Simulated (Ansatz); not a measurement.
## Ag wire along [110], 17 atoms a period: bands along the axis

What gap, if any, does the Ag wire along [110], 17 atoms a period have, and how many channels would it open?

Program: Ansatz 0.2.0. Level of theory: DFT PBE, plane waves, PAW; relaxation of a wire's period; PAW set soft_1, in the first sound run; inputs show where later runs differ. Results are calculated unless marked as measured.

**1. Starting point**

The cell holds 17 atoms: 17 Ag. Its edges and angles: a = 15.100 Å, b = 15.603 Å, c = 2.934 Å, α = 90.0°, β = 90.0°, γ = 90.0°. Vacuum lies along a and b. The structure's axis is c.

**2. The relaxed wire**

Band widths follow the bond lengths, so the wire is relaxed first. The atoms and the third cell vector are free; the box across stays fixed as vacuum. A Fermi-Dirac smearing is set since the result may be a metal. The pressure printed is a third of the stress's trace over the whole box, vacuum included; only the stress along the axis is relaxed.

input.yaml reads:

```yaml
crystal:
  lattice:
    - [15.1, 0.0, 0.0]
    - [0.0, 15.603, 0.0]
    - [0.0, 0.0, 2.9344931419]
  atoms:
    - { symbol: Ag, position: [0.225165563, 0.68808773, 0.0] }
    - { symbol: Ag, position: [0.225165563, 0.500015363, 0.0] }
    - { symbol: Ag, position: [0.5, 0.68808773, 0.0] }
    - { symbol: Ag, position: [0.5, 0.500015363, 0.0] }
    - { symbol: Ag, position: [0.774834437, 0.68808773, 0.0] }
    - { symbol: Ag, position: [0.774834437, 0.500015363, 0.0] }
    - { symbol: Ag, position: [0.362582781, 0.217906813, 0.5] }
    - { symbol: Ag, position: [0.362582781, 0.40597918, 0.5] }
    - { symbol: Ag, position: [0.362582781, 0.594051547, 0.5] }
    - { symbol: Ag, position: [0.362582781, 0.782123914, 0.5] }
    - { symbol: Ag, position: [0.637417219, 0.217906813, 0.5] }
    - { symbol: Ag, position: [0.637417219, 0.40597918, 0.5] }
    - { symbol: Ag, position: [0.637417219, 0.594051547, 0.5] }
    - { symbol: Ag, position: [0.637417219, 0.782123914, 0.5] }
    - { symbol: Ag, position: [0.225165563, 0.311942996, 0.0] }
    - { symbol: Ag, position: [0.5, 0.311942996, 0.0] }
    - { symbol: Ag, position: [0.774834437, 0.311942996, 0.0] }
kpoints:
  mp_grid: { grid: [1, 1, 28] }
scf:
  occupations: { method: fermi_dirac, width: 0.05 }
hamiltonian:
  xc: pbe
  pseudopotentials: { kind: paw, azcp: { folder: soft_1 } }
relax:
  cell: { fix: [a, b, alpha, beta, gamma] }
  max_steps: 45
  f_tol: 0.03
```

On the command line:

```bash
> ansatz run input.yaml --threads 4 --pin off --max-ram 16384MiB --backend cpu --events-out ev --progress --plain --runs-dir out
```

Numbers of over 12 decimals in the logs are rounded to 6 here.

The log of the run:

```text
Engine: ansatz 0.2.0, aarch64-unknown-linux-gnu
Pseudopotentials: kind: paw
Pseudopotential: Ag, paw, valence charge 19, recommended cutoff 420 eV (normal), soft_1/Ag.paw.azcp
Functional definition: PBE
  parameter kappa = 0.804
  parameter beta = 0.066725
  exchange = pbe_x(kappa = kappa, mu = beta*pi^2/3)
  correlation = pbe_c(beta = beta)
Crystal: 17 atoms, lattice volume = 691.382 Å³
Basis set: ecut = 420 eV, 13407 PW (Γ), exchange–correlation on 216×216×40 points (8 copies of the dense FFT grid, shifted against one another)
Bands: 194, of which v1, the nominal top of the filled ones, is band 162 counted from 1 (161 counted from 0)
Symmetry: 8 space group operations
Space group: Pmmm (ITA 47), of the structure as read, at distance tolerance 8.8e-5 Å
k-points: 15 of 28
Non-local potential: Ag, projectors of the file, l = 0: 3, l = 1: 2, l = 2: 2, l = 3: 1
PAW form: soft (Blöchl's): semilocal exchange-correlation on the pseudo side does not see the compensation charge
PAW one-centre angular grid: Ag, 590 points (default); XC on 64 Gauss nodes
Initial density: superposition of atomic densities (neutral atoms: chi_scale 0, normalization atom)
Initial wavefunctions: pseudopotential atomic-orbital guess
Functional: x = pbe(κ = 0.804, μ = 0.219515), c = pbe(β = 0.066725)
SCF iter   1: F=—  HF=-129037.311205 eV  |F-HF|=—  |Δ(HF+E_count)|=         —  Δρ=3.59e-2  dr2=1.20e1  ethr=3.10e-3  ⟨swp⟩=6.1  Hψ=11059  notcnv=0  defer=77
preconditioner: auto → LDOS  [metal: Δε(μ)=0.102 eV  Ē_g=8.068 eV  σ=0.050 eV  W_gap=0.46  n_scr=146 (ndim 8)  ℏωp=19.3 eV  f_vac=0.489  D(μ)=4.47/eV (n_scr^D=20)  β→1.0]
SCF iter   2: F=—  HF=-129040.570821 eV  |F-HF|=—  |Δ(HF+E_count)|=    3.26e0  Δρ=5.58e-2  dr2=2.11e1  ethr=3.10e-3  ⟨swp⟩=2.6  Hψ=6018  notcnv=0  defer=325
SCF iter   3: F=—  HF=-129034.557580 eV  |F-HF|=—  |Δ(HF+E_count)|=    6.01e0  Δρ=1.24e-2  dr2=9.57e-1  ethr=3.10e-3  ⟨swp⟩=2.1  Hψ=5102  notcnv=0  defer=327
SCF iter   4: F=—  HF=-129034.306567 eV  |F-HF|=—  |Δ(HF+E_count)|=   2.51e-1  Δρ=1.19e-3  dr2=9.03e-3  ethr=2.96e-4  ⟨swp⟩=2.0  Hψ=4652  notcnv=0  defer=331
SCF iter   5: F=—  HF=-129034.305959 eV  |F-HF|=—  |Δ(HF+E_count)|=   6.08e-4  Δρ=6.04e-4  dr2=2.46e-3  ethr=2.79e-6  ⟨swp⟩=2.6  Hψ=5387  notcnv=0  defer=331
SCF iter   6: F=—  HF=-129034.305790 eV  |F-HF|=—  |Δ(HF+E_count)|=   1.70e-4  Δρ=1.14e-4  dr2=1.37e-4  ethr=7.63e-7  ⟨swp⟩=2.0  Hψ=4371  notcnv=0  defer=331
SCF iter   7: F=—  HF=-129034.305792 eV  |F-HF|=—  |Δ(HF+E_count)|=   2.70e-6  Δρ=5.03e-5  dr2=1.92e-5  ethr=4.26e-8  ⟨swp⟩=2.0  Hψ=3991  notcnv=0  defer=331
SCF iter   8: F=—  HF=-129034.305955 eV  |F-HF|=—  |Δ(HF+E_count)|=   1.63e-4  Δρ=1.41e-5  dr2=1.50e-6  ethr=5.95e-9  ⟨swp⟩=2.0  Hψ=3995  notcnv=0  defer=331
SCF iter   9: F=—  HF=-129034.305956 eV  |F-HF|=—  |Δ(HF+E_count)|=   6.79e-7  Δρ=7.11e-6  dr2=4.37e-7  ethr=4.65e-10  ⟨swp⟩=2.3  Hψ=3994  notcnv=0  defer=331
SCF iter  10: F=-129034.305956 eV  HF=-129034.305956 eV  |F-HF|=4.23e-9  |Δ(HF+E_count)|=   5.98e-8  Δρ=2.48e-6  dr2=3.32e-8  ethr=3.10e-11  ⟨swp⟩=3.0  Hψ=10764  notcnv=0
SCF 1 converged in 10 iterations: F = -129034.305956 eV  dr2 = 3.32e-8
  greatest PAW one-centre occupation: 1.001 electrons in one spin orbital (limit 2), on the Ag atom at site 3 (counted from 0), in its partial waves of l = 0
relax step   1: F+E_penalty+E_count = -129034.30595578 eV  Δ(F+E_penalty+E_count) = +0.000e0 eV  max|allowed force component| = 2.965e-1 eV/Å  Δτ_max = 0.0000 Å  P = -1.288 GPa  Ω = 691.382 Å³  fix = [a, b, alpha, beta, gamma]  reactions: a -1.002, b -1.116 GPa  (10 SCF iters, dr2 threshold 1.00e-7 eV, accepted)
Crystal: 17 atoms, lattice volume = 673.486 Å³
Basis set: ecut = 420 eV, 13163 PW (Γ), exchange–correlation on 216×216×40 points (8 copies of the dense FFT grid, shifted against one another)
Initial density: handed on by an earlier stage of this run
Initial wavefunctions: those handed on with the density
iter 1 solved again at ethr=4.77e-5 eV; its pass at ethr=3.10e-3 eV (dr2=1.54e-1 eV) is discarded
SCF iter   1: F=—  HF=-129034.478645 eV  |F-HF|=—  |Δ(HF+E_count)|=         —  Δρ=4.63e-3  dr2=1.54e-1  ethr=4.77e-5  ⟨swp⟩=3.4  Hψ=14701  notcnv=0
preconditioner: auto → LDOS  [metal: Δε(μ)=0.019 eV  Ē_g=8.577 eV  σ=0.050 eV  W_gap=0.09  n_scr=150 (ndim 8)  ℏωp=19.6 eV  f_vac=0.501  D(μ)=6.55/eV (n_scr^D=36)  β→1.0]
SCF iter   2: F=—  HF=-129034.503221 eV  |F-HF|=—  |Δ(HF+E_count)|=   2.46e-2  Δρ=6.04e-3  dr2=2.50e-1  ethr=4.77e-5  ⟨swp⟩=2.7  Hψ=5751  notcnv=0
SCF iter   3: F=—  HF=-129034.437038 eV  |F-HF|=—  |Δ(HF+E_count)|=   6.62e-2  Δρ=6.29e-4  dr2=5.25e-3  ethr=4.77e-5  ⟨swp⟩=2.1  Hψ=5209  notcnv=0  defer=134
SCF iter   4: F=—  HF=-129034.436935 eV  |F-HF|=—  |Δ(HF+E_count)|=   1.03e-4  Δρ=3.44e-4  dr2=6.39e-4  ethr=1.62e-6  ⟨swp⟩=2.0  Hψ=4359  notcnv=0  defer=176
SCF iter   5: F=—  HF=-129034.437228 eV  |F-HF|=—  |Δ(HF+E_count)|=   2.93e-4  Δρ=6.04e-5  dr2=3.42e-5  ethr=1.98e-7  ⟨swp⟩=2.0  Hψ=4898  notcnv=0  defer=176
SCF iter   6: F=—  HF=-129034.437232 eV  |F-HF|=—  |Δ(HF+E_count)|=   3.86e-6  Δρ=3.03e-5  dr2=7.10e-6  ethr=1.06e-8  ⟨swp⟩=2.0  Hψ=4054  notcnv=0  defer=176
SCF iter   7: F=-129034.437232 eV  HF=-129034.437232 eV  |F-HF|=1.22e-7  |Δ(HF+E_count)|=   2.88e-9  Δρ=6.96e-6  dr2=3.33e-7  ethr=5.26e-10  ⟨swp⟩=4.4  Hψ=9162  notcnv=0
SCF 2 converged in 7 iterations: F = -129034.437232 eV  dr2 = 3.33e-7
relax step   2: F+E_penalty+E_count = -129034.43723180 eV  Δ(F+E_penalty+E_count) = -1.313e-1 eV  max|allowed force component| = 1.937e-1 eV/Å  Δτ_max = 0.1382 Å  P = +1.022 GPa  Ω = 673.486 Å³  energy of the carried Pulay correction = +3.712e-3 eV  fix = [a, b, alpha, beta, gamma]  reactions: a +1.094, b +1.027 GPa  (7 SCF iters, dr2 threshold 1.70e-6 eV, accepted)
Crystal: 17 atoms, lattice volume = 678.064 Å³
Basis set: ecut = 420 eV, 13223 PW (Γ), exchange–correlation on 216×216×40 points (8 copies of the dense FFT grid, shifted against one another)
iter 1 solved again at ethr=1.09e-5 eV; its pass at ethr=3.10e-3 eV (dr2=3.52e-2 eV) is discarded
SCF iter   1: F=—  HF=-129034.505582 eV  |F-HF|=—  |Δ(HF+E_count)|=         —  Δρ=2.22e-3  dr2=3.45e-2  ethr=1.09e-5  ⟨swp⟩=2.5  Hψ=14076  notcnv=0
preconditioner: auto → LDOS  [metal: Δε(μ)=0.026 eV  Ē_g=8.521 eV  σ=0.050 eV  W_gap=0.13  n_scr=150 (ndim 8)  ℏωp=19.5 eV  f_vac=0.494  D(μ)=5.94/eV (n_scr^D=28)  β→1.0]
SCF iter   2: F=—  HF=-129034.508636 eV  |F-HF|=—  |Δ(HF+E_count)|=   3.05e-3  Δρ=2.40e-3  dr2=5.76e-2  ethr=1.07e-5  ⟨swp⟩=2.4  Hψ=5524  notcnv=0
SCF iter   3: F=—  HF=-129034.496081 eV  |F-HF|=—  |Δ(HF+E_count)|=   1.26e-2  Δρ=4.01e-4  dr2=1.70e-3  ethr=1.07e-5  ⟨swp⟩=2.1  Hψ=5087  notcnv=0
SCF iter   4: F=—  HF=-129034.496486 eV  |F-HF|=—  |Δ(HF+E_count)|=   4.05e-4  Δρ=2.61e-4  dr2=3.99e-4  ethr=5.26e-7  ⟨swp⟩=2.0  Hψ=4686  notcnv=0
SCF iter   5: F=—  HF=-129034.496387 eV  |F-HF|=—  |Δ(HF+E_count)|=   9.86e-5  Δρ=2.79e-5  dr2=1.01e-5  ethr=1.24e-7  ⟨swp⟩=2.0  Hψ=4663  notcnv=0
SCF iter   6: F=-129034.496387 eV  HF=-129034.496388 eV  |F-HF|=8.48e-7  |Δ(HF+E_count)|=   4.07e-7  Δρ=1.41e-5  dr2=1.50e-6  ethr=5.26e-10  ⟨swp⟩=5.0  Hψ=10468  notcnv=0
SCF 3 converged in 6 iterations: F = -129034.496387 eV  dr2 = 1.50e-6
relax step   3: F+E_penalty+E_count = -129034.49638678 eV  Δ(F+E_penalty+E_count) = -5.915e-2 eV  max|allowed force component| = 2.265e-2 eV/Å  Δτ_max = 0.0671 Å  P = -0.057 GPa  Ω = 678.064 Å³  energy of the carried Pulay correction = +2.752e-3 eV  fix = [a, b, alpha, beta, gamma]  reactions: a +0.032, b -0.047 GPa  (6 SCF iters, dr2 threshold 1.70e-6 eV, accepted)
Crystal: 17 atoms, lattice volume = 676.854 Å³
Basis set: ecut = 420 eV, 13219 PW (Γ), exchange–correlation on 216×216×40 points (8 copies of the dense FFT grid, shifted against one another)
iter 1 solved again at ethr=2.38e-7 eV; its pass at ethr=3.10e-3 eV (dr2=7.67e-4 eV) is discarded
SCF iter   1: F=—  HF=-129034.498380 eV  |F-HF|=—  |Δ(HF+E_count)|=         —  Δρ=3.35e-4  dr2=8.37e-4  ethr=2.38e-7  ⟨swp⟩=3.0  Hψ=13298  notcnv=0
preconditioner: auto → LDOS  [metal: Δε(μ)=0.022 eV  Ē_g=8.511 eV  σ=0.050 eV  W_gap=0.11  n_scr=150 (ndim 8)  ℏωp=19.5 eV  f_vac=0.494  D(μ)=6.17/eV (n_scr^D=32)  β→1.0]
SCF iter   2: F=—  HF=-129034.498334 eV  |F-HF|=—  |Δ(HF+E_count)|=   4.60e-5  Δρ=3.25e-4  dr2=9.13e-4  ethr=2.38e-7  ⟨swp⟩=2.3  Hψ=4714  notcnv=0
SCF iter   3: F=—  HF=-129034.498094 eV  |F-HF|=—  |Δ(HF+E_count)|=   2.39e-4  Δρ=5.94e-5  dr2=3.21e-5  ethr=2.38e-7  ⟨swp⟩=2.0  Hψ=4503  notcnv=0
SCF iter   4: F=—  HF=-129034.498692 eV  |F-HF|=—  |Δ(HF+E_count)|=   5.98e-4  Δρ=3.65e-5  dr2=7.52e-6  ethr=9.92e-9  ⟨swp⟩=2.0  Hψ=4588  notcnv=0
SCF iter   5: F=—  HF=-129034.498691 eV  |F-HF|=—  |Δ(HF+E_count)|=   1.85e-6  Δρ=8.60e-6  dr2=5.17e-7  ethr=2.33e-9  ⟨swp⟩=2.0  Hψ=4429  notcnv=0
SCF iter   6: F=-129034.498690 eV  HF=-129034.498691 eV  |F-HF|=3.55e-8  |Δ(HF+E_count)|=   6.17e-8  Δρ=2.56e-6  dr2=4.87e-8  ethr=1.88e-11  ⟨swp⟩=3.0  Hψ=11940  notcnv=0
SCF 4 converged in 6 iterations: F = -129034.498690 eV  dr2 = 4.87e-8
relax step   4: F+E_penalty+E_count = -129034.49869047 eV  Δ(F+E_penalty+E_count) = -2.304e-3 eV  max|allowed force component| = 1.527e-2 eV/Å  Δτ_max = 0.0109 Å  P = +0.025 GPa  Ω = 676.854 Å³  energy of the carried Pulay correction = +3.005e-3 eV  fix = [a, b, alpha, beta, gamma]  reactions: a +0.083, b +0.035 GPa  (6 SCF iters, dr2 threshold 6.06e-8 eV, accepted)
Initial wavefunctions: pseudopotential atomic-orbital guess (no wavefunctions were taken with the density)
iter 1 solved again at ethr=5.56e-8 eV; its pass at ethr=3.10e-3 eV (dr2=1.80e-4 eV) is discarded
SCF iter   1: F=—  HF=-129034.494865 eV  |F-HF|=—  |Δ(HF+E_count)|=         —  Δρ=4.49e-5  dr2=2.30e-6  ethr=5.56e-8  ⟨swp⟩=4.6  Hψ=21087  notcnv=0
preconditioner: auto → LDOS  [metal: Δε(μ)=0.022 eV  Ē_g=8.514 eV  σ=0.050 eV  W_gap=0.11  n_scr=150 (ndim 8)  ℏωp=19.5 eV  f_vac=0.494  D(μ)=6.15/eV (n_scr^D=32)  β→1.0]
SCF iter   2: F=—  HF=-129034.495409 eV  |F-HF|=—  |Δ(HF+E_count)|=   5.44e-4  Δρ=3.14e-5  dr2=5.05e-6  ethr=7.12e-10  ⟨swp⟩=2.9  Hψ=5954  notcnv=0
SCF iter   3: F=—  HF=-129034.495408 eV  |F-HF|=—  |Δ(HF+E_count)|=   1.34e-6  Δρ=1.30e-5  dr2=9.67e-7  ethr=7.12e-10  ⟨swp⟩=2.1  Hψ=5335  notcnv=0
SCF iter   4: F=—  HF=-129034.495408 eV  |F-HF|=—  |Δ(HF+E_count)|=   2.68e-7  Δρ=2.97e-6  dr2=5.02e-8  ethr=2.99e-10  ⟨swp⟩=2.1  Hψ=4238  notcnv=0
SCF iter   5: F=—  HF=-129034.495408 eV  |F-HF|=—  |Δ(HF+E_count)|=   1.44e-8  Δρ=6.79e-7  dr2=2.81e-9  ethr=1.55e-11  ⟨swp⟩=2.2  Hψ=4757  notcnv=0
SCF iter   6: F=-129034.495408 eV  HF=-129034.495408 eV  |F-HF|=2.47e-10  |Δ(HF+E_count)|=  7.42e-10  Δρ=7.97e-8  dr2=7.60e-11  ethr=1.00e-12  ⟨swp⟩=3.0  Hψ=11868  notcnv=0
SCF 5 converged in 6 iterations: F = -129034.495408 eV  dr2 = 7.60e-11
relax step   5: F+E_penalty+E_count = -129034.49540767 eV  Δ(F+E_penalty+E_count) = +3.283e-3 eV  max|allowed force component| = 1.536e-2 eV/Å  Δτ_max = 0.0000 Å  P = +0.029 GPa  Ω = 676.854 Å³  fix = [a, b, alpha, beta, gamma]  reactions: a +0.086, b +0.038 GPa  stress off target by 3.77e-2 GPa on what of the cell is left free  SCF on the basis re-selected at this cell (its energy is not comparable with the rows above)  (6 SCF iters)
basis re-selected at this cell: Δ(F+E_penalty+E_count) = +3.283e-3 eV, ΔP = +0.004 GPa vs the last step (what re-selecting the basis moved, of the pressure what is left beyond the Pulay correction that the steps carried, after the strain that the cell walked since its last selection, with what the two solves' SCF thresholds leave and, on support functions, any second-order correction that the steps lacked; it is no m [...]
SCF converged after 6 iterations
Free energy (F): -129034.495408 eV
Harris-Foulkes:  -129034.495408 eV  (|F-HF|=2.47e-10)
Internal energy: -129034.448045 eV  (E = F + TS)
E sigma→0 (E₀):  -129034.471726 eV
Entropy (-TS):   -0.047363 eV (-2.786 meV/atom)
Fermi energy:    5.065135 eV
--- Per-component energies (eV) ---
  E_band       = -7875.584313
  E_kinetic    = 7953.258063
  E_local      = -192409.526770  (includes V_loc(G=0)·N_el)
  E_nonlocal   = 545.460865
  E_hartree    = 93983.611559
  E_xc         = -2692.449810
  E_vxc        = -3405.797832  (∫ρ·V_xc dr)
  E_paw        = -67254.991153  (= ΣΔE_a)
  E_vpaw       = -8526.209972  (= ΣTr[D̂ρ^β])
  E_aug_tail   = 0.006383  (compensation charges beyond the density's cutoff)
  E_ewald      = 30840.182818
  E_smearing   = -0.047363  (= −TS)
  E_closure    = 0.000000  (closes the sum)
  Σ components = -129034.495408   (vs F -129034.495408, Δ=0.00e0)
--- Forces (eV/Å), atoms counted from 1 ---
  atom   1  Ag    -0.00869276    -0.00492688    -0.00000000
  atom   2  Ag    -0.00952183    -0.00000000     0.00000000
  atom   3  Ag    -0.00000000     0.00245148     0.00000000
  atom   4  Ag    -0.00000000     0.00000000     0.00000000
  atom   5  Ag     0.00869276    -0.00492688    -0.00000000
  atom   6  Ag     0.00952183     0.00000000    -0.00000000
  atom   7  Ag    -0.00412308     0.00529890     0.00000000
  atom   8  Ag     0.01535892     0.00019905     0.00000000
  atom   9  Ag     0.01535892    -0.00019905    -0.00000000
  atom  10  Ag    -0.00412308    -0.00529890    -0.00000000
  atom  11  Ag     0.00412308     0.00529890     0.00000000
  atom  12  Ag    -0.01535892     0.00019905     0.00000000
  atom  13  Ag    -0.01535892    -0.00019905    -0.00000000
  atom  14  Ag     0.00412308    -0.00529890    -0.00000000
  atom  15  Ag    -0.00869276     0.00492688     0.00000000
  atom  16  Ag     0.00000000    -0.00245148    -0.00000000
  atom  17  Ag     0.00869276     0.00492688     0.00000000
  max |Σ_I F_I| component: 3.47e-18 eV/Å
--- Stress (GPa, compression-positive) ---
        0.085688       0.000000      -0.000000
        0.000000       0.038471       0.000000
       -0.000000       0.000000      -0.037679
  P = ⅓ Tr σ = 0.0288 GPa (0.288 kbar)
--- Relaxed structure (4 steps of the walk, 4 accepted, 1 SCFs on fresh bases) ---
  F+E_penalty+E_count = -129034.49540767 eV   max|allowed force component| = 1.536e-2 eV/Å   (the final SCF, on the basis selected at the relaxed cell)
  cell:  # Å, volume = 676.8541 Å³
    - [15.1, 0, 0]
    - [0, 15.603, 0]
    - [0, 0, 2.872830]
  atoms:
    - { symbol: Ag, position: [0.227193, 0.683118, 0] }
    - { symbol: Ag, position: [0.222537, 0.500015, 0] }
    - { symbol: Ag, position: [0.5, 0.691209, 0] }
    - { symbol: Ag, position: [0.5, 0.500015, 0] }
    - { symbol: Ag, position: [0.772807, 0.683118, 0] }
    - { symbol: Ag, position: [0.777463, 0.500015, 0] }
    - { symbol: Ag, position: [0.361505, 0.223548, 0.500000] }
    - { symbol: Ag, position: [0.362121, 0.407802, 0.500000] }
    - { symbol: Ag, position: [0.362121, 0.592228, 0.500000] }
    - { symbol: Ag, position: [0.361505, 0.776483, 0.500000] }
    - { symbol: Ag, position: [0.638495, 0.223548, 0.500000] }
    - { symbol: Ag, position: [0.637879, 0.407802, 0.500000] }
    - { symbol: Ag, position: [0.637879, 0.592228, 0.500000] }
    - { symbol: Ag, position: [0.638495, 0.776483, 0.500000] }
    - { symbol: Ag, position: [0.227193, 0.316913, 0] }
    - { symbol: Ag, position: [0.5, 0.308822, 0] }
    - { symbol: Ag, position: [0.772807, 0.316913, 0] }
```

It took 3.8 min on 4 threads of Arm Neoverse V1, shared host; peak memory 3.1 GiB; 15 min of CPU time.

(Part 1 of 2 ends here.)

[Logs are printed without paths, hosts, clocks, repeated set-up lines and the standing remarks that a program may print on its own settings, such as how far it seeks lower states.]

[Hosts, paths, dates, database ids (printed as entryN), source tags and the programs' standing remarks are cut or masked in the printed files.]
